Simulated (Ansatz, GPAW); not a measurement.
# A 2-layer slab of Al(100): work function by functional and basis, part 2 of 3

Aim: the work function of both faces of a 2-layer slab of Al(100), and its spread over functionals and bases.

GPAW 26.7.0 and Ansatz 0.2.0; Ansatz plane waves; slab in vacuum with a dipole correction, relaxation (the session's first sound run).

So far, upper work function (eV): step 2 (relaxing the atoms) 4.44.

## (3) The slab's potential

With the geometry fixed, the planar mean of the potential gives the vacuum level on each side.

This step: GPAW, PAW setups; slab in vacuum (GPAW 26.7.0).

Input file run.py:

```python
import json
import numpy as np
from ase import Atoms
from gpaw import GPAW, PW

slab = Atoms(
    ['Al', 'Al'],
    positions=[
        [1.43189, 1.43189, 8.00000],
        [0.00000, 0.00000, 10.13902]],
    cell=[[2.86378, 0.0, 0.0], [0.0, 2.86378, 0.0], [0.0, 0.0, 18.025]],
    pbc=[True, True, False])

slab.calc = GPAW(mode=PW(400), xc='PBE', kpts={'size': (11, 11, 1), 'gamma': True},
                 occupations={'name': 'fermi-dirac', 'width': 0.1}, nbands='200%',
                 convergence={'density': 1e-05}, maxiter=200,
                 poissonsolver={'dipolelayer': 'xy'},
                 symmetry={'tolerance': 1e-3}, txt='slab.txt')
result = {}
energy = slab.get_potential_energy()
fermi = slab.calc.get_fermi_level()
v = slab.calc.get_electrostatic_potential().mean((0, 1)) - fermi
n = slab.calc.get_pseudo_density().mean((0, 1))
L = slab.cell[2, 2]
z = np.arange(len(v)) * L / len(v)
low, high = slab.positions[:, 2].min(), slab.positions[:, 2].max()
below, above = np.interp([low - 5.8, high + 5.8], z, v)
slopes = [np.interp(x, z, np.gradient(v, z)) for x in (low - 5.8, high + 5.8)]
eps = np.array([[slab.calc.get_eigenvalues(k, s) for k in range(len(slab.calc.get_ibz_k_points()))]
                for s in range(slab.calc.get_number_of_spins())]) - fermi
top, bottom = eps[eps < 0].max(), eps[eps > 0].min()
dipole = slab.get_dipole_moment()[2]
print(f'energy {energy:.4f} eV, Fermi level {fermi:.4f} eV, dipole {dipole:.5f} e A')
print(f'potential 5.8 A off the faces, from the Fermi level: lower {below:.4f} eV, upper {above:.4f} eV')
print(f'slope of the potential there: lower {slopes[0]:.5f}, upper {slopes[1]:.5f} eV/A')
print(f'nearest levels on the mesh: {top:.4f} and {bottom:.4f} eV')
print('magnetic moment', round(slab.get_magnetic_moment(), 3))
result.update(energy=energy, fermi=fermi, dipole=dipole, below=below, above=above, slopes=slopes, edges=[top, bottom],
              z=z.tolist(), v=v.tolist(), n=n.tolist(), positions=slab.positions.tolist(),
              forces=slab.get_forces(apply_constraint=False).tolist(), moments=slab.get_magnetic_moments().tolist())
json.dump(result, open('result.json', 'w'))
```

Run with:

```
> OMP_NUM_THREADS=1 OPENBLAS_NUM_THREADS=1 python run.py
```

What it wrote:

```text
energy -6.4142 eV, Fermi level -1.7585 eV, dipole -0.00001 e A
potential 5.8 A off the faces, from the Fermi level: lower 4.4472 eV, upper 4.4473 eV
slope of the potential there: lower -0.00008, upper 0.00011 eV/A
nearest levels on the mesh: -0.0128 and 0.0344 eV
magnetic moment 0.0
```

Elapsed: 5.6 s, on 1 thread of AMD EPYC 7R32 (Zen 2), shared host; peak memory 0.15 GiB.

Numbers from this step:

```yaml
dipole_along_the_normal: -5.36e-6 e·Å
levels_nearest_the_fermi_level_on_the_mesh: -0.01284, 0.03445 eV from the Fermi level
upper_work_function: 4.447 eV
lower_work_function: 4.447 eV
```

Table of electrostatic potential energy of an electron (without an applied field's), less the Fermi level, planar mean by z:

z (Å), electrostatic potential energy of an electron (without an applied field's), less the Fermi level, planar mean (eV) and a bar from the least value:
```
      0.0        4.4 ##############################
      0.5        4.4 ##############################
      1.0        4.4 ##############################
      1.5        4.4 ##############################
      2.0        4.4 ##############################
      2.5        4.4 ##############################
      3.0        4.4 ##############################
      3.5        4.4 ##############################
      4.0        4.4 ##############################
      4.5        4.4 ##############################
      5.0        4.4 ##############################
      5.5        4.3 ##############################
      6.0        4.1 #############################
      6.5        3.2 ############################
      7.0        0.6 #######################
      7.5       -6.1 ############
      8.0      -13.2 
      8.5       -6.4 ###########
      9.0       -1.4 ####################
      9.5       -4.3 ###############
     10.0      -12.5 #
     10.5       -8.8 #######
     11.0       -0.7 #####################
     11.5        2.8 ###########################
     12.0        3.9 #############################
     12.5        4.3 ##############################
     13.0        4.4 ##############################
     13.5        4.4 ##############################
     14.0        4.4 ##############################
     14.5        4.4 ##############################
     15.0        4.4 ##############################
     15.5        4.4 ##############################
     16.0        4.4 ##############################
     16.5        4.4 ##############################
     17.0        4.4 ##############################
     17.5        4.4 ##############################
```

Pseudo valence density, planar mean against z:

| z (Å) | pseudo valence density, planar mean (e/Å³) |
| --- | --- |
| 0.00 | -1.2e-6 |
| 0.64 | 1.1e-6 |
| 1.29 | -8.1e-7 |
| 1.93 | 1.3e-6 |
| 2.36 | 2.1e-6 |
| 3.00 | 6.6e-6 |
| 3.65 | 3.6e-5 |
| 4.29 | 1.8e-4 |
| 4.94 | 8.8e-4 |
| 5.58 | 0.00426 |
| 6.22 | 0.0198 |
| 6.65 | 0.0496 |
| 7.30 | 0.136 |
| 7.94 | 0.127 |
| 8.58 | 0.187 |
| 9.23 | 0.177 |
| 9.87 | 0.163 |
| 10.51 | 0.160 |
| 11.16 | 0.0890 |
| 11.59 | 0.0405 |
| 12.23 | 0.00944 |
| 12.88 | 0.00197 |
| 13.52 | 4.1e-4 |
| 14.16 | 8.0e-5 |
| 14.81 | 1.8e-5 |
| 15.45 | 1.4e-6 |
| 15.88 | -6.2e-7 |
| 16.52 | 1.8e-6 |
| 17.17 | -1.3e-6 |
| 17.81 | 1.3e-6 |

The potential is flat to 1.1e-4 eV/Å where it is read, so the vacuum is wide enough. The geometry is the other program's minimum; here the largest force on a free atom is 0.013 eV/Å.

## (4) OptPBE vdW: xc = "optPBE-vdW"

The same geometry under optPBE-vdW, to see how far the functional moves the levels against the vacuum (the van der Waals functionals take revPBE setups).

run.py, as its differences from that of step 3:

```diff
@@ -13,3 +13,3 @@
 
-slab.calc = GPAW(mode=PW(400), xc='PBE', kpts={'size': (11, 11, 1), 'gamma': True},
+slab.calc = GPAW(mode=PW(400), xc='optPBE-vdW', kpts={'size': (11, 11, 1), 'gamma': True},
                  occupations={'name': 'fermi-dirac', 'width': 0.1}, nbands='200%',
```

What it wrote:

```text
energy -16.5311 eV, Fermi level -1.8323 eV, dipole -0.00001 e A
potential 5.8 A off the faces, from the Fermi level: lower 4.5672 eV, upper 4.5674 eV
slope of the potential there: lower -0.00013, upper 0.00016 eV/A
nearest levels on the mesh: -0.0074 and 0.0290 eV
magnetic moment 0.0
```

The job ended after 13 s (1 thread; peak memory 0.24 GiB).

Numbers from this step:

| Quantity | Value |
| --- | --- |
| dipole along the normal | -5.15e-6 e·Å |
| levels nearest the Fermi level on the mesh | -0.007375, 0.02903 eV from the Fermi level |
| upper work function | 4.567 eV |
| lower work function | 4.567 eV |

Electrostatic potential energy of an electron (without an applied field's), less the Fermi level, planar mean against z:

z (Å), electrostatic potential energy of an electron (without an applied field's), less the Fermi level, planar mean (eV) and a bar from the least value:
```
      0.0        4.6 ##############################
      0.5        4.6 ##############################
      1.0        4.6 ##############################
      1.5        4.6 ##############################
      2.0        4.6 ##############################
      2.5        4.6 ##############################
      3.0        4.6 ##############################
      3.5        4.6 ##############################
      4.0        4.6 ##############################
      4.5        4.6 ##############################
      5.0        4.5 ##############################
      5.5        4.4 ##############################
      6.0        4.2 #############################
      6.5        3.3 ############################
      7.0        0.6 #######################
      7.5       -6.1 ############
      8.0      -13.2 
      8.5       -6.5 ###########
      9.0       -1.5 ####################
      9.5       -4.3 ###############
     10.0      -12.5 #
     10.5       -8.8 #######
     11.0       -0.7 #####################
     11.5        2.8 ###########################
     12.0        4.0 #############################
     12.5        4.4 ##############################
     13.0        4.5 ##############################
     13.5        4.5 ##############################
     14.0        4.6 ##############################
     14.5        4.6 ##############################
     15.0        4.6 ##############################
     15.5        4.6 ##############################
     16.0        4.6 ##############################
     16.5        4.6 ##############################
     17.0        4.6 ##############################
     17.5        4.6 ##############################
```

The pseudo valence density, planar mean by z:

| z (Å) | pseudo valence density, planar mean (e/Å³) |
| --- | --- |
| 0.00 | -1.2e-6 |
| 0.64 | 1.1e-6 |
| 1.29 | -7.3e-7 |
| 1.93 | 1.6e-6 |
| 2.36 | 3.0e-6 |
| 3.00 | 1.1e-5 |
| 3.65 | 5.7e-5 |
| 4.29 | 2.5e-4 |
| 4.94 | 0.00106 |
| 5.58 | 0.00455 |
| 6.22 | 0.0198 |
| 6.65 | 0.0491 |
| 7.30 | 0.136 |
| 7.94 | 0.128 |
| 8.58 | 0.186 |
| 9.23 | 0.176 |
| 9.87 | 0.163 |
| 10.51 | 0.161 |
| 11.16 | 0.0885 |
| 11.59 | 0.0401 |
| 12.23 | 0.00969 |
| 12.88 | 0.00221 |
| 13.52 | 5.3e-4 |
| 14.16 | 1.2e-4 |
| 14.81 | 2.9e-5 |
| 15.45 | 3.6e-6 |
| 15.88 | 0 |
| 16.52 | 1.9e-6 |
| 17.17 | -1.3e-6 |
| 17.81 | 1.3e-6 |

Force by atom:

| atom | x (eV/Å) | y (eV/Å) | z (eV/Å) | size |
| --- | --- | --- | --- | --- |
| Al1 | 0.000 | 0.000 | -0.152 | 0.152 |
| Al2 | 0.000 | 0.000 | 0.152 | 0.152 |

The upper face's work function is 4.567 eV, against 4.447 eV in the first plane-wave PBE run at this geometry.

## (5) Self-consistent run: xc = "vdW-DF2"

The same geometry under vdW-DF2, to see how far the functional moves the levels against the vacuum (the van der Waals functionals take revPBE setups).

run.py, as its differences from that of step 4:

```diff
@@ -13,3 +13,3 @@
 
-slab.calc = GPAW(mode=PW(400), xc='optPBE-vdW', kpts={'size': (11, 11, 1), 'gamma': True},
+slab.calc = GPAW(mode=PW(400), xc='vdW-DF2', kpts={'size': (11, 11, 1), 'gamma': True},
                  occupations={'name': 'fermi-dirac', 'width': 0.1}, nbands='200%',
```

What it wrote:

```text
energy -49.5476 eV, Fermi level -1.8788 eV, dipole -0.00000 e A
potential 5.8 A off the faces, from the Fermi level: lower 4.6148 eV, upper 4.6149 eV
slope of the potential there: lower -0.00042, upper 0.00045 eV/A
nearest levels on the mesh: -0.1180 and 0.0068 eV
magnetic moment 0.0
```

It took 13 s on 1 thread; peak memory 0.24 GiB.

This step gave:

| Property | Result |
| --- | --- |
| dipole along the normal | -2.51e-6 e·Å |
| levels nearest the Fermi level on the mesh | -0.1180, 0.006761 eV from the Fermi level |
| upper work function | 4.615 eV |
| lower work function | 4.615 eV |

Electrostatic potential energy of an electron (without an applied field's), less the Fermi level, planar mean against z:

| z (Å) | electrostatic potential energy of an electron (without an applied field's), less the Fermi level, planar mean (eV) |
| --- | --- |
| 0.0 | 4.62 |
| 0.5 | 4.62 |
| 1.0 | 4.62 |
| 1.5 | 4.61 |
| 2.0 | 4.61 |
| 2.5 | 4.61 |
| 3.0 | 4.61 |
| 3.5 | 4.61 |
| 4.0 | 4.61 |
| 4.5 | 4.60 |
| 5.0 | 4.57 |
| 5.5 | 4.47 |
| 6.0 | 4.17 |
| 6.5 | 3.26 |
| 7.0 | 0.639 |
| 7.5 | -6.01 |
| 8.0 | -13.1 |
| 8.5 | -6.42 |
| 9.0 | -1.43 |
| 9.5 | -4.29 |
| 10.0 | -12.4 |
| 10.5 | -8.68 |
| 11.0 | -0.695 |
| 11.5 | 2.78 |
| 12.0 | 4.00 |
| 12.5 | 4.41 |
| 13.0 | 4.55 |
| 13.5 | 4.59 |
| 14.0 | 4.61 |
| 14.5 | 4.61 |
| 15.0 | 4.61 |
| 15.5 | 4.61 |
| 16.0 | 4.61 |
| 16.5 | 4.62 |
| 17.0 | 4.62 |
| 17.5 | 4.62 |

The upper face's work function is 4.615 eV, against 4.447 eV in the first plane-wave PBE run at this geometry.

## (6) Self-consistent run: xc = "revPBE"

The same geometry under revPBE, to see how far the functional moves the levels against the vacuum.

run.py, as its differences from that of step 5:

```diff
@@ -13,3 +13,3 @@
 
-slab.calc = GPAW(mode=PW(400), xc='vdW-DF2', kpts={'size': (11, 11, 1), 'gamma': True},
+slab.calc = GPAW(mode=PW(400), xc='revPBE', kpts={'size': (11, 11, 1), 'gamma': True},
                  occupations={'name': 'fermi-dirac', 'width': 0.1}, nbands='200%',
```

What it wrote:

```text
energy -6.0519 eV, Fermi level -1.6919 eV, dipole -0.00001 e A
potential 5.8 A off the faces, from the Fermi level: lower 4.3803 eV, upper 4.3804 eV
slope of the potential there: lower -0.00008, upper 0.00012 eV/A
nearest levels on the mesh: -0.0147 and 0.0377 eV
magnetic moment 0.0
```

Elapsed: 5.9 s, on 1 thread; peak memory 0.15 GiB.

This step gave:

```
dipole along the normal                    : -5.40e-6 e·Å
levels nearest the Fermi level on the mesh : -0.01471, 0.03767 eV from the Fermi level
upper work function                        : 4.380 eV
lower work function                        : 4.380 eV
```

The upper face's work function is 4.380 eV, against 4.447 eV in the first plane-wave PBE run at this geometry.

## (7) Real-space grid: mode = "fd"

A real-space grid is a second complete basis, so it checks the plane-wave result.

run.py, as its differences from that of step 6:

```diff
@@ -3,3 +3,3 @@
 from ase import Atoms
-from gpaw import GPAW, PW
+from gpaw import GPAW
 
@@ -13,3 +13,3 @@
 
-slab.calc = GPAW(mode=PW(400), xc='revPBE', kpts={'size': (11, 11, 1), 'gamma': True},
+slab.calc = GPAW(mode='fd', h=0.18, xc='PBE', kpts={'size': (11, 11, 1), 'gamma': True},
                  occupations={'name': 'fermi-dirac', 'width': 0.1}, nbands='200%',
```

What it wrote:

```text
energy -6.4152 eV, Fermi level -4.4474 eV, dipole 0.00000 e A
potential 5.8 A off the faces, from the Fermi level: lower 4.4474 eV, upper 4.4473 eV
slope of the potential there: lower -0.00007, upper 0.00007 eV/A
nearest levels on the mesh: -0.0129 and 0.0344 eV
magnetic moment 0.0
```

Run time: 18 s. Hardware: 1 thread; peak memory 0.25 GiB.

Numbers from this step:

```yaml
dipole_along_the_normal: 7.28e-7 e·Å
levels_nearest_the_fermi_level_on_the_mesh: -0.01286, 0.03445 eV from the Fermi level
upper_work_function: 4.447 eV
lower_work_function: 4.447 eV
```

Electrostatic potential energy of an electron (without an applied field's), less the Fermi level, planar mean against z:

| z (Å) | electrostatic potential energy of an electron (without an applied field's), less the Fermi level, planar mean (eV) |
| --- | --- |
| 0.0 | 4.45 |
| 0.5 | 4.45 |
| 1.0 | 4.45 |
| 1.5 | 4.45 |
| 2.0 | 4.45 |
| 2.5 | 4.45 |
| 3.0 | 4.45 |
| 3.5 | 4.45 |
| 4.0 | 4.44 |
| 4.5 | 4.44 |
| 5.0 | 4.42 |
| 5.5 | 4.34 |
| 6.0 | 4.09 |
| 6.5 | 3.24 |
| 7.0 | 0.617 |
| 7.5 | -6.11 |
| 8.0 | -13.2 |
| 8.5 | -6.44 |
| 9.0 | -1.38 |
| 9.5 | -4.28 |
| 10.0 | -12.5 |
| 10.5 | -8.79 |
| 11.0 | -0.713 |
| 11.5 | 2.77 |
| 12.0 | 3.94 |
| 12.5 | 4.30 |
| 13.0 | 4.40 |
| 13.5 | 4.43 |
| 14.0 | 4.44 |
| 14.5 | 4.45 |
| 15.0 | 4.45 |
| 15.5 | 4.45 |
| 16.0 | 4.45 |
| 16.5 | 4.45 |
| 17.0 | 4.45 |
| 17.5 | 4.45 |

The upper face's work function is 4.447 eV, against 4.447 eV in the first plane-wave PBE run at this geometry.

## (8) Atomic orbitals: mode = "lcao"

Atom-centred orbitals end a few angstrom from the surface, which tests how much the density's tail matters.

run.py, as its differences from that of step 7:

```diff
@@ -13,4 +13,4 @@
 
-slab.calc = GPAW(mode='fd', h=0.18, xc='PBE', kpts={'size': (11, 11, 1), 'gamma': True},
-                 occupations={'name': 'fermi-dirac', 'width': 0.1}, nbands='200%',
+slab.calc = GPAW(mode='lcao', basis='dzp', h=0.18, xc='PBE', kpts={'size': (11, 11, 1), 'gamma': True},
+                 occupations={'name': 'fermi-dirac', 'width': 0.1}, nbands='120%',
                  convergence={'density': 1e-05}, maxiter=200,
```

What it wrote:

```text
energy -6.2758 eV, Fermi level -4.3961 eV, dipole -0.00000 e A
potential 5.8 A off the faces, from the Fermi level: lower 4.3961 eV, upper 4.3961 eV
slope of the potential there: lower 0.00000, upper 0.00000 eV/A
nearest levels on the mesh: -0.0128 and 0.0288 eV
magnetic moment 0.0
```

Elapsed: 1.9 min, on 1 thread; peak memory 0.22 GiB.

This step gave:

```yaml
dipole_along_the_normal: -3.06e-6 e·Å
levels_nearest_the_fermi_level_on_the_mesh: -0.01282, 0.02882 eV from the Fermi level
upper_work_function: 4.396 eV
lower_work_function: 4.396 eV
```

The upper face's work function is 4.396 eV, against 4.447 eV in the first plane-wave PBE run at this geometry.

## (9) All levels side by side

Times are for 1 thread of AMD EPYC 7R32 (Zen 2), shared host. The series side by side:

| no. | run | upper work function (eV) | time | memory (GiB) |
| --- | --- | --- | --- | --- |
| 1 | pw | 4.447 | 5.6 s | 0.15 |
| 2 | optPBE vdW | 4.567 | 13 s | 0.24 |
| 3 | vdW DF2 | 4.615 | 13 s | 0.24 |
| 4 | revPBE | 4.380 | 5.9 s | 0.15 |
| 5 | fd | 4.447 | 18 s | 0.25 |
| 6 | lcao | 4.396 | 1.9 min | 0.22 |

(Part 2 of 3 ends here.)

[Logs are printed without paths, hosts, clocks, repeated set-up lines and the standing remarks that a program may print on its own settings, such as how far it seeks lower states.]

[Hosts, paths, dates, database ids (printed as entryN), source tags and the programs' standing remarks are cut or masked in the printed files.]
